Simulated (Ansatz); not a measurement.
**Is IrAu in the L11 ordering a stable metal?**

The plan: relax IrAu in the L11 ordering, check its phonons, and, if the lattice is stable, compute its Eliashberg function and ρ(T).

Calculated with Ansatz 0.2.0; DFT PBE, scalar-relativistic, plane waves, PAW.

The structure was built from a prototype and need not be the compound's stable phase.

## 1. The structure

The structure is trigonal, space group R-3m (No. 166). The conventional cell has a = 2.803 Å, b = 2.803 Å, c = 13.730 Å, α = 90.00°, β = 90.00°, γ = 120.00°. Nearest to Au lie 6 Au at 2.80 Å and 6 Ir at 2.80 Å. Ir has 6 Ir at 2.80 Å and 6 Au at 2.80 Å nearest. Farther neighbours are not listed.

## 2. Relaxation

The structure is brought to rest under this functional.

Input file input.yaml:

```yaml
crystal:
  lattice:
    - [3.96363, 1.98182, 1.98182]
    - [1.98182, 3.96363, 1.98182]
    - [1.98182, 1.98182, 3.96363]
  atoms:
    - { symbol: Au, position: [0.0, 0.0, 0.0] }
    - { symbol: Ir, position: [0.5, 0.5, 0.5] }
kpoints:
  mp_grid: { grid: [12, 12, 12] }
hamiltonian:
  xc: pbe
scf:
  occupations: { method: gaussian, width: 0.1 }
output:
  forces: true
  stress: true
  eigenvalues: true
  write_density: true
  write_potential: true
  elf: true
  volumetric_format: npy
relax:
  adjacent_minimum: "off"
  f_tol: 0.005
  max_steps: 80
  cell: { stress_tol: 0.05 }
```

Command:

```bash
ansatz run input.yaml --threads 4 --pin off --max-ram 8192MiB --backend cpu --events-out ev --progress --plain --runs-dir out
```

Numbers of over 12 decimals in the logs are rounded to 6 here.

Output:

```text
basis.fft_grid_basis auto: the FFT boxes are laid along the combinations [[1, -1, 0], [0, 1, 0], [0, -1, 1]] of the cell's own vectors, 2.803, 4.854 and 2.803 Å long. The dense box has 20×36×20 points. Along the cell's own vectors, as sized, it would have 36×36×36, 3.24 times as many. Of the 12 symmetry operations that the crystal satisfies within crystal.symmetry.tolerance (time reversal apart; of a slab, those that [...]
Engine: ansatz 0.2.0, x86_64-unknown-linux-gnu
Pseudopotentials: kind: paw
Pseudopotential: Au, paw, valence charge 19, recommended cutoff 420 eV (normal), Au.paw.azcp
Pseudopotential: Ir, paw, valence charge 17, recommended cutoff 420 eV (normal), Ir.paw.azcp
Functional definition: PBE
  parameter kappa = 0.804
  parameter beta = 0.066725
  exchange = pbe_x(kappa = kappa, mu = beta*pi^2/3)
  correlation = pbe_c(beta = beta)
Crystal: 2 atoms, lattice volume = 31.135 Å³
Basis set: ecut = 420 eV, 609 PW (Γ), FFT grids on a1−a2, a2, −a2+a3, exchange–correlation on 40×72×40 points (8 copies of the dense FFT grid, shifted against one another)
Bands: 22, of which v1, the nominal top of the filled ones, is band 18 counted from 1 (17 counted from 0)
Symmetry: 12 space group operations
Space group: R-3m (ITA 166), of the structure as read, at distance tolerance 3.1e-5 Å
k-points: 189 of 1728
Non-local potential: Au, projectors of the file, l = 0: 3, l = 1: 2, l = 2: 2, l = 3: 1
Non-local potential: Ir, projectors of the file, l = 0: 3, l = 1: 2, l = 2: 2, l = 3: 1
PAW form: soft (Blöchl's): semilocal exchange-correlation on the pseudo side does not see the compensation charge
PAW one-centre angular grid: Au, 590 points (default); XC on 64 Gauss nodes
PAW one-centre angular grid: Ir, 590 points (default); XC on 64 Gauss nodes
Initial density: superposition of atomic densities (neutral atoms: chi_scale 0, normalization atom), corrected by the library's trained network
Initial wavefunctions: pseudopotential atomic-orbital guess
Functional: x = pbe(κ = 0.804, μ = 0.219515), c = pbe(β = 0.066725)
SCF iter   1: F=—  HF=-25083.857803 eV  |F-HF|=—  |Δ(HF+E_count)|=         —  Δρ=4.95e-3  dr2=1.29e-2  ethr=1.77e-3  ⟨swp⟩=4.3  Hψ=15533  notcnv=0
preconditioner: auto → Kerker (q_TF=auto, 2.795 Å⁻¹)  [metal: Δε(μ)=0.012 eV  Ē_g=9.495 eV  σ=0.100 eV  W_gap=0.07  n_scr=16 (ndim 8)  ℏωp=29.8 eV  f_vac=0.000  D(μ)=2.52/eV (n_scr^D=28)]
SCF iter   2: F=—  HF=-25083.857711 eV  |F-HF|=—  |Δ(HF+E_count)|=   9.22e-5  Δρ=2.76e-3  dr2=3.28e-3  ethr=3.59e-5  ⟨swp⟩=1.0  Hψ=5678  notcnv=0
SCF iter   3: F=—  HF=-25083.857404 eV  |F-HF|=—  |Δ(HF+E_count)|=   3.07e-4  Δρ=8.19e-4  dr2=6.19e-4  ethr=9.10e-6  ⟨swp⟩=1.2  Hψ=4506  notcnv=0
SCF iter   4: F=—  HF=-25083.857280 eV  |F-HF|=—  |Δ(HF+E_count)|=   1.24e-4  Δρ=2.86e-4  dr2=2.33e-5  ethr=1.72e-6  ⟨swp⟩=1.7  Hψ=5110  notcnv=0
SCF iter   5: F=—  HF=-25083.857278 eV  |F-HF|=—  |Δ(HF+E_count)|=   1.89e-6  Δρ=4.84e-5  dr2=6.07e-7  ethr=6.47e-8  ⟨swp⟩=2.4  Hψ=5846  notcnv=0
SCF iter   6: F=-25083.857278 eV  HF=-25083.857278 eV  |F-HF|=1.31e-8  |Δ(HF+E_count)|=   1.07e-7  Δρ=1.12e-5  dr2=3.50e-8  ethr=2.78e-10  ⟨swp⟩=8.6  Hψ=26783  notcnv=0
SCF 1 converged in 6 iterations: F = -25083.857278 eV  dr2 = 3.50e-8
  greatest PAW one-centre occupation: 1.000 electrons in one spin orbital (limit 2), on the Au atom at site 0 (counted from 0), in its partial waves of l = 0
relax step   1: F+E_penalty+E_count = -25083.85727794 eV  Δ(F+E_penalty+E_count) = +0.000e0 eV  max|allowed force component| = 2.006e-28 eV/Å  Δτ_max = 0.0000 Å  P = +7.280 GPa  Ω = 31.135 Å³  (6 SCF iters, dr2 threshold 1.00e-7 eV, accepted)
Crystal: 2 atoms, lattice volume = 33.902 Å³
Basis set: ecut = 420 eV, 663 PW (Γ), FFT grids on a1−a2, a2, −a2+a3, exchange–correlation on 40×72×40 points (8 copies of the dense FFT grid, shifted against one another)
Initial density: handed on by an earlier stage of this run
Initial wavefunctions: those handed on with the density
iter 1 solved again at ethr=7.26e-4 eV; its pass at ethr=3.10e-3 eV (dr2=2.61e-1 eV) is discarded
SCF iter   1: F=—  HF=-25083.852228 eV  |F-HF|=—  |Δ(HF+E_count)|=         —  Δρ=1.61e-2  dr2=2.62e-1  ethr=7.26e-4  ⟨swp⟩=1.0  Hψ=21235  notcnv=0
preconditioner: auto → Kerker (q_TF=auto, 2.756 Å⁻¹)  [metal: Δε(μ)=0.004 eV  Ē_g=8.767 eV  σ=0.100 eV  W_gap=0.02  n_scr=16 (ndim 8)  ℏωp=28.5 eV  f_vac=0.000  D(μ)=3.02/eV (n_scr^D=36)]
SCF iter   2: F=—  HF=-25083.814991 eV  |F-HF|=—  |Δ(HF+E_count)|=   3.72e-2  Δρ=5.54e-3  dr2=2.94e-2  ethr=7.26e-4  ⟨swp⟩=2.0  Hψ=4740  notcnv=0
SCF iter   3: F=—  HF=-25083.809997 eV  |F-HF|=—  |Δ(HF+E_count)|=   4.99e-3  Δρ=3.20e-3  dr2=6.77e-3  ethr=8.17e-5  ⟨swp⟩=1.0  Hψ=5582  notcnv=0
SCF iter   4: F=—  HF=-25083.808086 eV  |F-HF|=—  |Δ(HF+E_count)|=   1.91e-3  Δρ=6.17e-4  dr2=2.84e-4  ethr=1.88e-5  ⟨swp⟩=2.9  Hψ=7810  notcnv=0
SCF iter   5: F=—  HF=-25083.808037 eV  |F-HF|=—  |Δ(HF+E_count)|=   4.91e-5  Δρ=1.63e-4  dr2=7.79e-6  ethr=7.90e-7  ⟨swp⟩=1.3  Hψ=4798  notcnv=0
SCF iter   6: F=—  HF=-25083.808031 eV  |F-HF|=—  |Δ(HF+E_count)|=   6.64e-6  Δρ=4.44e-5  dr2=5.48e-7  ethr=2.16e-8  ⟨swp⟩=2.0  Hψ=5926  notcnv=0
SCF iter   7: F=-25083.808031 eV  HF=-25083.808031 eV  |F-HF|=1.29e-8  |Δ(HF+E_count)|=  2.18e-10  Δρ=8.80e-6  dr2=2.64e-8  ethr=5.56e-10  ⟨swp⟩=8.5  Hψ=26413  notcnv=0
SCF 2 converged in 7 iterations: F = -25083.808031 eV  dr2 = 2.64e-8
relax step   2: F+E_penalty+E_count = -25083.80803064 eV  Δ(F+E_penalty+E_count) = +4.925e-2 eV  max|allowed force component| = 1.851e-28 eV/Å  Δτ_max = 0.0000 Å  P = -11.130 GPa  Ω = 33.902 Å³  energy of the carried Pulay correction = -1.176e-3 eV  (7 SCF iters, dr2 threshold 2.00e-7 eV, rejected (line search))
Crystal: 2 atoms, lattice volume = 32.174 Å³
iter 1 solved again at ethr=2.69e-4 eV; its pass at ethr=3.10e-3 eV (dr2=9.69e-2 eV) is discarded
SCF iter   1: F=—  HF=-25083.891946 eV  |F-HF|=—  |Δ(HF+E_count)|=         —  Δρ=1.03e-2  dr2=9.69e-2  ethr=2.69e-4  ⟨swp⟩=1.0  Hψ=21755  notcnv=0
preconditioner: auto → Kerker (q_TF=auto, 2.780 Å⁻¹)  [metal: Δε(μ)=0.003 eV  Ē_g=9.132 eV  σ=0.100 eV  W_gap=0.02  n_scr=16 (ndim 8)  ℏωp=29.3 eV  f_vac=0.000  D(μ)=2.78/eV (n_scr^D=28)]
SCF iter   2: F=—  HF=-25083.882824 eV  |F-HF|=—  |Δ(HF+E_count)|=   9.12e-3  Δρ=5.63e-3  dr2=3.55e-2  ethr=2.69e-4  ⟨swp⟩=1.0  Hψ=4158  notcnv=0
SCF iter   3: F=—  HF=-25083.877207 eV  |F-HF|=—  |Δ(HF+E_count)|=   5.62e-3  Δρ=1.29e-3  dr2=2.08e-3  ethr=9.87e-5  ⟨swp⟩=1.0  Hψ=4159  notcnv=0
SCF iter   4: F=—  HF=-25083.876765 eV  |F-HF|=—  |Δ(HF+E_count)|=   4.43e-4  Δρ=3.35e-4  dr2=4.79e-5  ethr=5.79e-6  ⟨swp⟩=1.6  Hψ=4806  notcnv=0
SCF iter   5: F=—  HF=-25083.876752 eV  |F-HF|=—  |Δ(HF+E_count)|=   1.26e-5  Δρ=8.20e-5  dr2=2.27e-6  ethr=1.33e-7  ⟨swp⟩=2.0  Hψ=5981  notcnv=0
SCF iter   6: F=—  HF=-25083.876753 eV  |F-HF|=—  |Δ(HF+E_count)|=   1.18e-6  Δρ=1.36e-5  dr2=5.67e-8  ethr=6.30e-9  ⟨swp⟩=2.3  Hψ=7062  notcnv=0
SCF iter   7: F=—  HF=-25083.876753 eV  |F-HF|=—  |Δ(HF+E_count)|=   5.01e-9  Δρ=3.11e-6  dr2=2.07e-9  ethr=1.58e-10  ⟨swp⟩=2.2  Hψ=6571  notcnv=0
SCF iter   8: F=—  HF=-25083.876753 eV  |F-HF|=—  |Δ(HF+E_count)|=  2.40e-10  Δρ=6.72e-7  dr2=8.15e-11  ethr=5.76e-12  ⟨swp⟩=2.1  Hψ=7066  notcnv=0
SCF iter   9: F=-25083.876753 eV  HF=-25083.876753 eV  |F-HF|=3.64e-12  |Δ(HF+E_count)|=  1.46e-11  Δρ=1.66e-7  dr2=1.04e-11  ethr=1.00e-12  ⟨swp⟩=5.1  Hψ=17258  notcnv=0
SCF 3 converged in 9 iterations: F = -25083.876753 eV  dr2 = 1.04e-11
relax step   3: F+E_penalty+E_count = -25083.87675316 eV  Δ(F+E_penalty+E_count) = -1.948e-2 eV  max|allowed force component| = 1.283e-28 eV/Å  Δτ_max = 0.0000 Å  P = -0.851 GPa  Ω = 32.174 Å³  energy of the carried Pulay correction = -4.534e-4 eV  (9 SCF iters, accepted)
[...]
relax step   4: F+E_penalty+E_count = -25083.87712367 eV  Δ(F+E_penalty+E_count) = -3.705e-4 eV  max|allowed force component| = 1.346e-27 eV/Å  Δτ_max = 0.0000 Å  P = -0.054 GPa  Ω = 32.062 Å³  energy of the carried Pulay correction = -4.052e-4 eV  (5 SCF iters, dr2 threshold 2.00e-7 eV, accepted)
[...]
relax step   5: F+E_penalty+E_count = -25083.87712979 eV  Δ(F+E_penalty+E_count) = -6.122e-6 eV  max|allowed force component| = 3.366e-29 eV/Å  Δτ_max = 0.0000 Å  P = +0.003 GPa  Ω = 32.055 Å³  energy of the carried Pulay correction = -4.019e-4 eV  (4 SCF iters, dr2 threshold 1.53e-8 eV, accepted)
Initial wavefunctions: pseudopotential atomic-orbital guess (no wavefunctions were taken with the density)
iter 1 solved again at ethr=5.50e-9 eV; its pass at ethr=3.10e-3 eV (dr2=1.98e-6 eV) is discarded
SCF iter   1: F=—  HF=-25083.877427 eV  |F-HF|=—  |Δ(HF+E_count)|=         —  Δρ=2.79e-4  dr2=8.06e-7  ethr=5.50e-9  ⟨swp⟩=4.0  Hψ=30219  notcnv=0
preconditioner: auto → Kerker (q_TF=auto, 2.782 Å⁻¹)  [metal: Δε(μ)=0.008 eV  Ē_g=9.212 eV  σ=0.100 eV  W_gap=0.05  n_scr=16 (ndim 8)  ℏωp=29.3 eV  f_vac=0.000  D(μ)=2.68/eV (n_scr^D=28)]
SCF iter   2: F=—  HF=-25083.877471 eV  |F-HF|=—  |Δ(HF+E_count)|=   4.40e-5  Δρ=1.42e-4  dr2=2.10e-7  ethr=2.24e-9  ⟨swp⟩=1.0  Hψ=4158  notcnv=0
SCF iter   3: F=—  HF=-25083.877486 eV  |F-HF|=—  |Δ(HF+E_count)|=   1.55e-5  Δρ=3.99e-6  dr2=1.86e-9  ethr=5.82e-10  ⟨swp⟩=2.2  Hψ=4965  notcnv=0
SCF iter   4: F=—  HF=-25083.877486 eV  |F-HF|=—  |Δ(HF+E_count)|=   7.05e-9  Δρ=6.86e-7  dr2=9.07e-11  ethr=5.15e-12  ⟨swp⟩=2.1  Hψ=7485  notcnv=0
SCF iter   5: F=—  HF=-25083.877486 eV  |F-HF|=—  |Δ(HF+E_count)|=  3.64e-12  Δρ=2.99e-7  dr2=3.32e-11  ethr=1.00e-12  ⟨swp⟩=5.1  Hψ=17306  notcnv=0
SCF iter   6: F=-25083.877486 eV  HF=-25083.877486 eV  |F-HF|=7.28e-12  |Δ(HF+E_count)|=  3.64e-12  Δρ=1.71e-7  dr2=6.67e-12  ethr=1.00e-12  ⟨swp⟩=5.0  Hψ=15666  notcnv=0
SCF 6 converged in 6 iterations: F = -25083.877486 eV  dr2 = 6.67e-12
relax step   6: F+E_penalty+E_count = -25083.87748618 eV  Δ(F+E_penalty+E_count) = -3.564e-4 eV  max|allowed force component| = 9.256e-29 eV/Å  Δτ_max = 0.0000 Å  P = -0.012 GPa  Ω = 32.055 Å³  stress off target by 2.45e-2 GPa  SCF on the basis re-selected at this cell (its energy is not comparable with the rows above)  (6 SCF iters)
basis re-selected at this cell: Δ(F+E_penalty+E_count) = -3.564e-4 eV, ΔP = -0.015 GPa vs the last step (what re-selecting the basis moved, of the pressure what is left beyond the Pulay correction that the steps carried, after the strain that the cell walked since its last selection, with what the two solves' SCF thresholds leave and, on support functions, any second-order correction that the steps lacked; it is no m [...]
SCF converged after 6 iterations
Free energy (F): -25083.877486 eV
Harris-Foulkes:  -25083.877486 eV  (|F-HF|=7.28e-12)
Internal energy: -25083.864106 eV  (E = F + TS)
E sigma→0 (E₀):  -25083.870796 eV
Entropy (-TS):   -0.013380 eV (-6.690 meV/atom)
Fermi energy:    21.940910 eV
--- Per-component energies (eV) ---
  E_band       = -316.276740
  E_kinetic    = 1226.180019
  E_local      = -2839.657427  (includes V_loc(G=0)·N_el)
  E_nonlocal   = 146.647139
  E_hartree    = 1158.705276
  E_xc         = -495.286545
  E_vxc        = -574.422946  (∫ρ·V_xc dr)
  E_paw        = -18929.551439  (= ΣΔE_a)
  E_vpaw       = -592.435626  (= ΣTr[D̂ρ^β])
  E_aug_tail   = 0.001510  (compensation charges beyond the density's cutoff)
  E_ewald      = -5350.902638
  E_smearing   = -0.013380  (= −TS)
  E_closure    = -0.000000  (closes the sum)
  Σ components = -25083.877486   (vs F -25083.877486, Δ=0.00e0)
--- Forces (eV/Å), atoms counted from 1 ---
  atom   1  Au    -0.00000000     0.00000000    -0.00000000
  atom   2  Ir    -0.00000000     0.00000000     0.00000000
  max |Σ_I F_I| component: 1.51e-28 eV/Å
--- Stress (GPa, compression-positive) ---
       -0.011661       0.012835       0.012835
        0.012835      -0.011661       0.012835
        0.012835       0.012835      -0.011661
  P = ⅓ Tr σ = -0.0117 GPa (-0.117 kbar)
--- Band table (eV; the first three rows and the last of 189) ---
  k-point 0: bands = [... 14 lower, 18.1731, 20.1185, 20.1185, 21.3473, 22.2161, 22.2161, 27.0714, 35.8558]
  k-point 1: bands = [... 14 lower, 18.2547, 19.8845, 20.2383, 20.5978, 22.1329, 23.2845, 27.0705, 36.1994]
  k-point 2: bands = [... 14 lower, 18.4489, 19.3646, 19.9644, 20.6262, 21.9072, 24.6343, 27.3139, 35.9803]
  k-point 188: bands = [... 14 lower, 18.8699, 18.8699, 19.4759, 19.4759, 21.5787, 21.5787, 34.1220, 34.9223]
--- Relaxed structure (5 steps of the walk, 4 accepted, 1 SCFs on fresh bases) ---
  F+E_penalty+E_count = -25083.87748618 eV   max|allowed force component| = 9.256e-29 eV/Å   (the final SCF, on the basis selected at the relaxed cell)
  cell:  # Å, volume = 32.0545 Å³
    - [4.002655, 2.001713, 2.001713]
    - [2.001713, 4.002655, 2.001713]
    - [2.001713, 2.001713, 4.002655]
  atoms:
    - { symbol: Au, position: [0, 0, 0] }
    - { symbol: Ir, position: [0.500000, 0.500000, 0.5] }
```

Elapsed: 12 s, on 4 threads of Intel Xeon Platinum 8259CL at 2.50GHz (Skylake/Cascade Lake), shared host; peak memory 0.51 GiB.

Step by step:

```
step  energy less that of the first step (eV)  largest force component (eV/Å)  pressure (GPa)  volume (Å³)
   1                                   0.0000                          0.0000            7.28        31.13
   2                                   0.0492                          0.0000          -11.13        33.90
   3                                  -0.0195                          0.0000           -0.85        32.17
   4                                  -0.0198                          0.0000           -0.05        32.06
   5                                  -0.0199                          0.0000            0.00        32.05
  6*                                  -0.0202                          0.0000           -0.01        32.05
```

Relaxation steps marked * repeat the geometry before them on a plane-wave basis chosen anew for their cell, so energy and pressure can jump there. Relaxation step 2 was tried and not accepted.

Forces are held to the 12 operations that the run works with; a distortion that breaks them can't arise in this run.

```
conventional cell, symmetrised  before   after  change
                         a (Å)   2.803   2.830  +1.0 %
                         b (Å)   2.803   2.830  +1.0 %
                         c (Å)  13.730  13.867  +1.0 %
              volume (Å³/atom)   15.57   16.03  +3.0 %
```

The relaxed structure:

```xyz
2
Lattice="4.0027 2.0017 2.0017 2.0017 4.0027 2.0017 2.0017 2.0017 4.0027" Properties=species:S:1:pos:R:3 pbc="T T T"
Au    0.0000    0.0000    0.0000
Ir    4.0030    4.0030    4.0030
```

Numbers from this step:

```yaml
pressure: -0.01166 GPa
volume_per_atom: 16.03 Å³
metallic_on_mesh: yes
gap_on_the_k_mesh: 0 eV
```

ELF in the ac plane of the conventional cell at fractional y = 0.000, with atoms of Au and Ir within 0.2 Å of it. It is the smooth field of the valence electrons, not physical close to the nuclei.

Ten even steps from '_' (0.13) to '@' (0.70), each cell a mean:
```
%%%%##**==::......::==**##%%
==----::::..........::::----
::::::::::::::::::::::::::::
--::::::::--==++==--::::::::
::::::::::----==----::::::::
____......::::::::::......__
______....::::::::::....____
____..::--====++====::....__
......::::--======--::......
....::::::::::::::::::::::..
++++++==::::::::::::--==++++
**%%@@##==------::--++%%%%##
##%%%%##==::::--::::++##%%%%
====----::::......::::----==
........::::::::::::::......
......::--==++++====::::....
____....::--======--::....__
______....::::::::::....____
........::::::::::::::......
::::::::----======--::::::::
::::::::::--======--::::::::
::::::::::::::::::::::::::::
++++==--::........::::--==++
@@@@%%**==--......--++##%%@@
```
Columns run along a (2.8 Å), rows up along c (13.9 Å), edges of the conventional cell, whose origin can differ from the input's. Atoms in or near the plane, at fractional coordinates: Au at (0.00, 0.00), Ir at (0.00, 0.50).

Electrostatic potential energy in the ac plane of the conventional cell at fractional y = 0.000, with atoms of Au and Ir within 0.2 Å of it. With pseudopotentials it is smooth inside the atoms' cores, unlike the true potential.

Values in eV, 24 rows by 14 columns, each cell a mean:
```
-27 -27 -24 -14   3  15  21  22  20  14  -1 -17 -25 -27
  3   5  10  15  20  22  23  23  23  22  19  14   9   5
 23  23  23  22  20  18  17  16  17  19  20  22  23  23
 24  23  21  18  11   4  -2  -4  -1   5  13  19  22  23
 24  23  22  19  14   8   3   1   3   9  15  20  22  24
 25  25  24  23  22  20  19  19  20  21  22  24  24  25
 25  24  24  23  21  19  17  16  17  19  21  23  24  25
 23  23  21  18  12   5  -1  -3   0   6  14  19  22  23
 23  23  22  19  15   9   4   2   5  10  16  20  22  23
 21  21  21  22  21  21  20  20  20  21  22  22  21  21
-12  -9  -3   7  16  21  23  23  22  20  14   5  -4 -10
-32 -32 -31 -24  -3  12  20  21  19  10  -8 -27 -32 -32
-31 -31 -28 -17   2  15  20  22  20  13  -2 -20 -29 -31
  2   4   9  15  19  22  23  23  23  21  19  13   8   3
 23  23  22  22  20  19  17  17  17  19  21  22  22  23
 23  23  21  18  12   5  -1  -3   0   6  14  19  22  23
 24  23  22  19  15   9   4   2   5  10  16  20  22  23
 25  25  24  23  22  21  20  19  20  21  22  24  24  25
 25  25  24  22  20  18  16  16  17  19  21  23  24  25
 24  23  21  18  11   4  -2  -5  -1   5  13  19  22  23
 24  23  22  19  14   8   3   1   4   9  15  20  22  23
 21  22  22  22  21  21  20  20  20  21  21  22  22  22
 -9  -7  -1   8  17  21  23  23  22  20  15   6  -2  -8
-28 -28 -28 -19  -2  13  20  21  19  11  -6 -22 -28 -28
```
Columns run along a (2.8 Å; values clipped at the 3rd and 97th percentile), rows up along c (13.9 Å), edges of the conventional cell, whose origin can differ from the input's. Atoms in or near the plane, at fractional coordinates: Au at (0.00, 0.00), Ir at (0.00, 0.50).

Valence density in the ac plane of the conventional cell at fractional y = 0.000, with atoms of Au and Ir within 0.2 Å of it. It is the smooth field of the valence electrons, not physical close to the nuclei.

Ten steps, logarithmic in the rise over the least value, from '0' (0 e/Å³) to '9' (12 e/Å³), each cell a mean:
```
99875321235789
55432111112345
11112233222111
11223455543221
11123444443211
00011222221100
00012233321100
01123455543211
11123445443211
11111222221111
66543211123456
99875322235789
88864322235788
54432111112345
11112223222111
11123455543211
01123445443210
00011222221000
00112233322100
11223455543221
11223444443211
22111222221122
76543211123566
99875321236899
```
Columns run along a (2.8 Å), rows up along c (13.9 Å), edges of the conventional cell, whose origin can differ from the input's. Atoms in or near the plane, at fractional coordinates: Au at (0.00, 0.00), Ir at (0.00, 0.50).

The largest force is now zero by symmetry and the largest stress component 0.013 GPa.

## 3. Relaxing tightly for phonons

No force is left; the cell is relaxed once more with another smearing and tight thresholds.

Input file input.yaml:

```yaml
crystal:
  lattice:
    - [4.0026551443, 2.0017129871, 2.0017129871]
    - [2.0017129871, 4.0026551443, 2.0017129871]
    - [2.0017129871, 2.0017129871, 4.0026551443]
  atoms:
    - { symbol: Au, position: [0.0, 0.0, 0.0] }
    - { symbol: Ir, position: [0.5, 0.5, 0.5] }
kpoints:
  mp_grid: { grid: [12, 12, 12] }
hamiltonian:
  xc: pbe
scf:
  occupations: { method: methfessel_paxton, width: 0.2 }
output:
  forces: true
  stress: true
  eigenvalues: true
relax:
  adjacent_minimum: "off"
  f_tol: 0.001
  max_steps: 60
  cell: { stress_tol: 0.01 }
```

Output:

```text
[the first part of the log is left out]
  E_hartree    = 1158.500113
  E_xc         = -495.293610
  E_vxc        = -574.432595  (∫ρ·V_xc dr)
  E_paw        = -18929.550598  (= ΣΔE_a)
  E_vpaw       = -592.434452  (= ΣTr[D̂ρ^β])
  E_aug_tail   = 0.001510  (compensation charges beyond the density's cutoff)
  E_ewald      = -5351.317887
  E_smearing   = -0.001674  (= −TS)
  E_closure    = 0.000000  (closes the sum)
  Σ components = -25083.871024   (vs F -25083.871024, Δ=0.00e0)
[...]
--- Stress (GPa, compression-positive) ---
        0.000049      -0.000415      -0.000415
       -0.000415       0.000049      -0.000415
       -0.000415      -0.000415       0.000049
  P = ⅓ Tr σ = 0.0000 GPa (0.000 kbar)
--- Band table (eV; the first three rows and the last of 189) ---
[...]
--- Relaxed structure (3 steps of the walk, 2 accepted, 1 SCFs on fresh bases) ---
[...]
cell:  # Å, volume = 32.0470 Å³
    - [4.002331, 2.001537, 2.001537]
    - [2.001537, 4.002331, 2.001537]
    - [2.001537, 2.001537, 4.002331]
  atoms:
    - { symbol: Au, position: [0, 0, 0] }
    - { symbol: Ir, position: [0.5, 0.5, 0.500000] }
```

Elapsed: 6.7 s, on 4 threads; peak memory 0.51 GiB; 24 s of CPU time.

Little changed from the start: no atom moved by 0.005 Å and no cell edge by 0.1 %.

Numbers from this step:

```yaml
pressure: 4.91e-5 GPa
volume_per_atom: 16.02 Å³
```

The largest force is now zero by symmetry and the largest stress component 4.2e-4 GPa, small enough for phonons.

[end of part 1 of 2]

[Logs are printed without paths, hosts, clocks, repeated set-up lines and the standing remarks that a program may print on its own settings, such as how far it seeks lower states.]

[Hosts, paths, dates, database ids (printed as entryN), source tags and the programs' standing remarks are cut or masked in the printed files.]
